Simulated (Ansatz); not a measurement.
# Direct or indirect: BN (P6_3mc)

```yaml
crystal:
  lattice:
    - [2.53600, 0.00000, 0.00000]
    - [-1.26800, 2.19624, 0.00000]
    - [0.00000, 0.00000, 4.19900]
  atoms:
    - { symbol: N, position: [0.33333, 0.66667, 0.87500] }
    - { symbol: N, position: [0.66667, 0.33333, 0.37500] }
    - { symbol: B, position: [0.33333, 0.66667, 0.50000] }
    - { symbol: B, position: [0.66667, 0.33333, 0.00000] }
```

Method: Ansatz, PBE, independent particles, without spin-orbit coupling, line width 0.1 eV (Gaussian). The band structure gives a fundamental gap of 5.22 eV. The spectrum of vertical transitions near the edge:

```tsv
E (eV)	Im ε, E ∥ xy	Im ε, E ∥ z
4.74	0.00	0.00
4.92	0.00	0.00
5.10	0.00	0.00
5.28	0.00	0.00
5.46	0.00	0.00
5.64	0.00	0.00
5.82	0.00	0.00
6.00	0.00	0.00
6.18	0.00	0.00
6.36	0.00	0.00
6.54	0.00	0.00
6.72	0.00	0.00
6.90	0.00	0.00
7.08	0.00	0.00
7.26	0.00	0.00
7.44	0.00	0.00
7.62	0.00	0.00
7.80	0.00	0.00
7.98	0.00	0.00
8.16	0.00	0.00
8.34	0.01	0.01
8.52	0.08	0.42
8.70	0.34	1.64
8.88	0.49	2.11
9.06	0.68	2.87
9.24	0.93	3.68
9.42	1.33	4.69
9.60	2.06	6.43
9.78	2.58	8.73
```

(1) Is the gap direct or indirect, and about where do vertical transitions set in?

## Answers

(1) Indirect, by the band path, whose least direct gap is 8.36 eV. The curves fit this: they stay near zero above 5.22 eV and rise only from about 8.4 eV, though a forbidden direct transition would look alike. Lines are broadened by 0.1 eV, which spreads the edge, and phonons, which would give weak absorption from the fundamental gap up, are left out.

[Logs are printed without paths, hosts, clocks, repeated set-up lines and the standing remarks that a program may print on its own settings, such as how far it seeks lower states.]
